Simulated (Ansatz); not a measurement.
# ReS2 monolayer (2H): phonons and vibrational spectra, part 2 of 3

Aim: the vibrations of ReS2 monolayer (2H), their spectra, and whether the structure is stable.

Ansatz 0.2.0; DFT PBEsol, scalar-relativistic, plane waves, PAW.

So far: The structure; Bringing the structure to rest.

## (3) Tight relaxation

Phonons need a cell at rest on their own settings, so the relaxation is repeated with tight tolerances on forces and stress on the k mesh and occupations of the first response run.

input.yaml reads:

```yaml
crystal:
  lattice:
    - [3.0030094821, 0.0, 0.0]
    - [-1.5015047411, 2.6006824993, 0.0]
    - [0.0, 0.0, 30.0]
  atoms:
    - { symbol: Re, position: [0.3333333333, 0.6666666667, 0.3333333333] }
    - { symbol: S, position: [0.6666666667, 0.3333333333, 0.3888455974] }
    - { symbol: S, position: [0.6666666667, 0.3333333333, 0.2778210693] }
  periodic: [true, true, false]
kpoints:
  mp_grid: { grid: [18, 18, 1] }
hamiltonian:
  xc: pbesol
scf:
  occupations: { method: methfessel_paxton, width: 0.15 }
output:
  forces: true
  stress: true
  eigenvalues: true
  write_density: true
  write_potential: true
  elf: true
  volumetric_format: npy
relax:
  adjacent_minimum: "off"
  f_tol: 0.001
  max_steps: 60
  cell: { stress_2d_tol: 0.002 }
```

Run with:

```console
> ansatz run input.yaml --threads 8 --pin off --max-ram 14336MiB --backend cpu --events-out ev --progress --plain --runs-dir out
```

Numbers of over 12 decimals in the logs are rounded to 6 here.

The program printed:

```text
[...]
Crystal: 3 atoms, lattice volume = 234.296 Å³
Basis set: ecut = 420 eV, 4409 PW (Γ), exchange–correlation on 48×48×432 points (8 copies of the dense FFT grid, shifted against one another)
Bands: 18, of which v1, the nominal top of the filled ones, is band 14 counted from 1 (13 counted from 0)
Symmetry: 12 space group operations
[...]
--- Relaxed structure (3 steps of the walk, 3 accepted, 1 SCFs on fresh bases) ---
[...]
cell:  # Å, volume = 233.9184 Å³
    - [3.000587, 2.884416100246509e-11, 0]
    - [-1.500294, 2.598585, 0]
    - [0, 0, 30.0]
  atoms:
    - { symbol: Re, position: [0.333333, 0.666667, 0.333333] }
    - { symbol: S, position: [0.666667, 0.333333, 0.388899] }
    - { symbol: S, position: [0.666667, 0.333333, 0.277768] }
[key lines of the parts left out:]
SCF converged after 7 iterations
Free energy (F): -12507.989386 eV
Fermi energy:    -4.360407 eV
P = ½ c Tr σ = 0.0002 N/m
```

It took 13 s on 8 threads of Arm Neoverse V1, shared host; peak memory 0.71 GiB.

Little changed from the start: no atom moved by 0.005 Å and no cell edge by 0.1 %.

Numbers from this step:

* area per atom: 2.599 Å²

Electrostatic potential energy in the ac plane at fractional y = 0.333, with atoms of S within 0.2 Å of it. With pseudopotentials it is smooth inside the atoms' cores, unlike the true potential.

Ten even steps from '_' (-34 eV) to '@' (0 eV), each cell a mean:
```
@@@@@@@@@@@@@@@@@@@@@@@@@@@@@@@@
@@@@@@@@@@@@@@@@@@@@@@@@@@@@@@@@
@@@@@@@@@@@@@@@@@@@@@@@@@@@@@@@@
@@@@@@@@@@@@@@@@@@@@@@@@@@@@@@@@
@@@@@@@@@@@@@@@@@@@@@@@@@@@@@@@@
@@@@@@@@@@@@@@@@@@@@@@@@@@@@@@@@
@@@@@@@@@@@@@@@@@@@@@@@@@@@@@@@@
@@@@@@@@@@@@@@@@@@@@@@@@@@@@@@@@
@@@@@@@@@@@@@@@@@@@@@@@@@@@@@@@@
@@@@@@@@@@@@@@@@@@@@@@@@@@@@@@@@
@@@@@@@@@@@@@@@@@@@@@@@@@@@@@@@@
@@@@@@@@@@@@@@@@@@@@@@@@@@@@@@@@
@@@@@@@@@@@@@@@@@@@@@@@@@@@@@@@@
@@@@@@@@@@@@@@@@%%%%%%%%%%%%@@@@
##%%%%%%%%##++::____________..==
**++======++********++++++******
****++++++******++========++++**
##%%@@@@%%%%**::..________..::++
@@@@@@@@@@@@@@@@@@@@@@@@@@@@@@@@
@@@@@@@@@@@@@@@@@@@@@@@@@@@@@@@@
@@@@@@@@@@@@@@@@@@@@@@@@@@@@@@@@
@@@@@@@@@@@@@@@@@@@@@@@@@@@@@@@@
@@@@@@@@@@@@@@@@@@@@@@@@@@@@@@@@
@@@@@@@@@@@@@@@@@@@@@@@@@@@@@@@@
```
Columns run along a (3.0 Å; values clipped at the 3rd and 97th percentile), rows up along c (30.0 Å). Atoms in or near the plane, at fractional coordinates: S at (0.67, 0.39), S at (0.67, 0.28).

ELF in the ac plane at fractional y = 0.333, with atoms of S within 0.2 Å of it. It is the smooth field of the valence electrons, not physical close to the nuclei.

Ten even steps from '_' (0.00) to '@' (0.84), each cell a mean:
```
________________________________
________________________________
________________________________
________________________________
________________________________
________________________________
________________________________
________________________________
________________________________
________________________________
________________________________
________________________________
________________________________
--..____..::++**%%%%@@@@%%%%##++
%%++::::--##@@@@@@**====++%%@@@@
------------==++++++++++++++++==
==--::::--==++******++++++****++
%%==::..--##@@@@@@##++++**%%@@@@
::..______..--++**########**++==
________________________________
________________________________
________________________________
________________________________
________________________________
```
Columns run along a (3.0 Å), rows up along c (30.0 Å). Atoms in or near the plane, at fractional coordinates: S at (0.67, 0.39), S at (0.67, 0.28).

Valence density in the ac plane at fractional y = 0.333, with atoms of S within 0.2 Å of it. It is the smooth field of the valence electrons, not physical close to the nuclei.

Ten even steps from '_' (0.0 e/Å³) to '@' (1.0 e/Å³), each cell a mean:
```
________________________________
________________________________
________________________________
________________________________
________________________________
________________________________
________________________________
________________________________
________________________________
________________________________
________________________________
________________________________
________________________________
______________....::::::::....__
==::....::--++%%@@@@##**%%@@@@**
++****##**++++++++++++++++++====
==++++++++++++++************++++
--::......::==##@@%%****%%@@%%++
__________________........______
________________________________
________________________________
________________________________
________________________________
________________________________
```
Columns run along a (3.0 Å), rows up along c (30.0 Å). Atoms in or near the plane, at fractional coordinates: S at (0.67, 0.39), S at (0.67, 0.28).

The largest force component left is 0.11 meV/Å, within the tolerances set.

## (4) Zone-centre response

The zone centre comes first: it holds the modes that light can see, as far as symmetry allows. No field response is asked, since the mesh shows no gap.

input.yaml, the sections that differ from step 3:

```yaml
crystal:
  lattice:
    - [3.0005873966, 0.0, 0.0]
    - [-1.5002936983, 2.5985849117, 0.0]
    - [0.0, 0.0, 30.0]
  atoms:
    - { symbol: Re, position: [0.3333333333, 0.6666666667, 0.3333333333] }
    - { symbol: S, position: [0.6666666667, 0.3333333333, 0.3888986507] }
    - { symbol: S, position: [0.6666666667, 0.3333333333, 0.277768016] }
  periodic: [true, true, false]
output:
  eigenvalues: true
phonons:
  method: dfpt
# kpoints, hamiltonian, scf: as in step 3
# relax: removed
```

The program printed:

```text
[...]
Crystal: 3 atoms, lattice volume = 233.918 Å³
Basis set: ecut = 420 eV, 4409 PW (Γ), exchange–correlation on 48×48×432 points (8 copies of the dense FFT grid, shifted against one another)
Bands: 18, of which v1, the nominal top of the filled ones, is band 14 counted from 1 (13 counted from 0)
Symmetry: 12 space group operations
k-points: 91 of 324 (irreducible under 2 space group operations, time reversal used)
[...]
SCF iter   1: F=—  HF=-12507.991516 eV  |F-HF|=—  |Δ(HF+E_count)|=         —  Δρ=4.43e-3  dr2=5.21e-2  ethr=1.77e-3  ⟨swp⟩=14.2  Hψ=16380  notcnv=0
[...]
SCF iter  10: F=-12507.989386 eV  HF=-12507.989386 eV  |F-HF|=0.00e0  |Δ(HF+E_count)|=  4.58e-10  S|Δr|=    0.00e0  Δρ=1.03e-8  dr2=2.41e-13  ethr=1.00e-12  ⟨swp⟩=16.4  Hψ=16112  notcnv=0
SCF 1 converged in 10 iterations: F = -12507.989386 eV  dr2 = 2.41e-13
[...]
DFPT response loops at Γ: preconditioner auto → none (partly filled bands, converged f_vac=0.757); β = 0.50; Broyden in place of MSR1
SCF converged after 10 iterations
[...]
Free energy (F): -12507.989386 eV
[...]
Internal energy: -12507.988973 eV  (E = F + TS)
E sigma→0 (E₀):  -12507.989282 eV
Entropy (-TS):   -0.000413 eV (-0.138 meV/atom)
Fermi energy:    -4.360407 eV
[...]
--- Band table (eV; the first three rows and the last of 91) ---
  k-point 0: bands = [... 10 lower, -7.5388, -7.4779, -7.4779, -3.1014, -3.1014, -3.0613, -3.0613, -0.7059]
  k-point 1: bands = [... 10 lower, -7.5697, -7.5307, -7.4414, -3.2911, -3.2198, -3.1311, -3.0197, -0.5961]
  k-point 2: bands = [... 10 lower, -7.8126, -7.5255, -7.4268, -3.8093, -3.4471, -3.3147, -2.8120, -0.3525]
  k-point 90: bands = [... 10 lower, -9.5797, -8.4046, -7.1074, -4.4100, -3.6028, -3.0219, -1.5196, 0.3601]
--- Phonons (Γ-DFPT): 4 representative perturbations + reference, on 91 of 324 k-points (Σ response iterations 22) ---
  k mesh reduced under 2 symmetry operations, with k and −k counted as one. Each operation leaves every solved perturbation unchanged. A smaller set is not used because it would not reduce the number of displacements times k-points to solve
  ASR residual: 2.574e-5 → 0.000e0 eV/Å²; symmetrization residual: 1.309e-5 eV/Å²
  ASR residual per site (eV/Å²): 1.02e-5 2.57e-5 2.57e-5
  Γ frequencies (cm⁻¹): 0.00 0.00 0.00 242.30 258.28 258.28 316.39 316.39 388.25
  non-analytic LO–TO correction: not included (Born effective charges unavailable; polar crystals: no LO–TO splitting at Γ)
```

Run time: 42 s. Hardware: 8 threads; peak memory 1.7 GiB.

This step gave:

```
sum-rule residual before enforcement                    : 2.57e-5 eV/Å²
point group                                             : -6m2
highest optical mode at the zone centre (no LO-TO term) : 388.2 cm⁻¹
lowest optical zone-centre mode                         : 242.3 cm⁻¹
```

Patterns of degenerate modes are one choice out of their space. Modes at Γ, with each element's share of the kinetic energy:

```
mode  frequency (cm⁻¹)  symmetry  Re %  S %
   1               0.0  acoustic    74   26
   2               0.0  acoustic    74   26
   3               0.0  acoustic    74   26
   4             242.3      A2''    26   74
   5             258.3       E''     0  100
   6             258.3       E''     0  100
   7             316.4        E'    26   74
   8             316.4        E'    26   74
   9             388.2       A1'     0  100
```

Displacements in mode 4 (242.3 cm⁻¹), the largest set to 1:
```
Re1  0.00  0.00 -0.34
S2   0.00  0.00  1.00
S3   0.00  0.00  1.00
```

Displacements in mode 9 (388.2 cm⁻¹), the largest set to 1:
```
Re1  0.00  0.00  0.00
S2   0.00  0.00  1.00
S3   0.00  0.00 -1.00
```

Before it was imposed, the acoustic sum rule was missed by 2.6e-5 eV/Å². Small misses are needed for a sound result but don't prove that mesh and cutoff are converged. The lowest optical mode is real, 242 cm⁻¹.

(Continued in part 3 of 3.)

[Logs are printed without paths, hosts, clocks, repeated set-up lines and the standing remarks that a program may print on its own settings, such as how far it seeks lower states.]

[Hosts, paths, dates, database ids (printed as entryN), source tags and the programs' standing remarks are cut or masked in the printed files.]
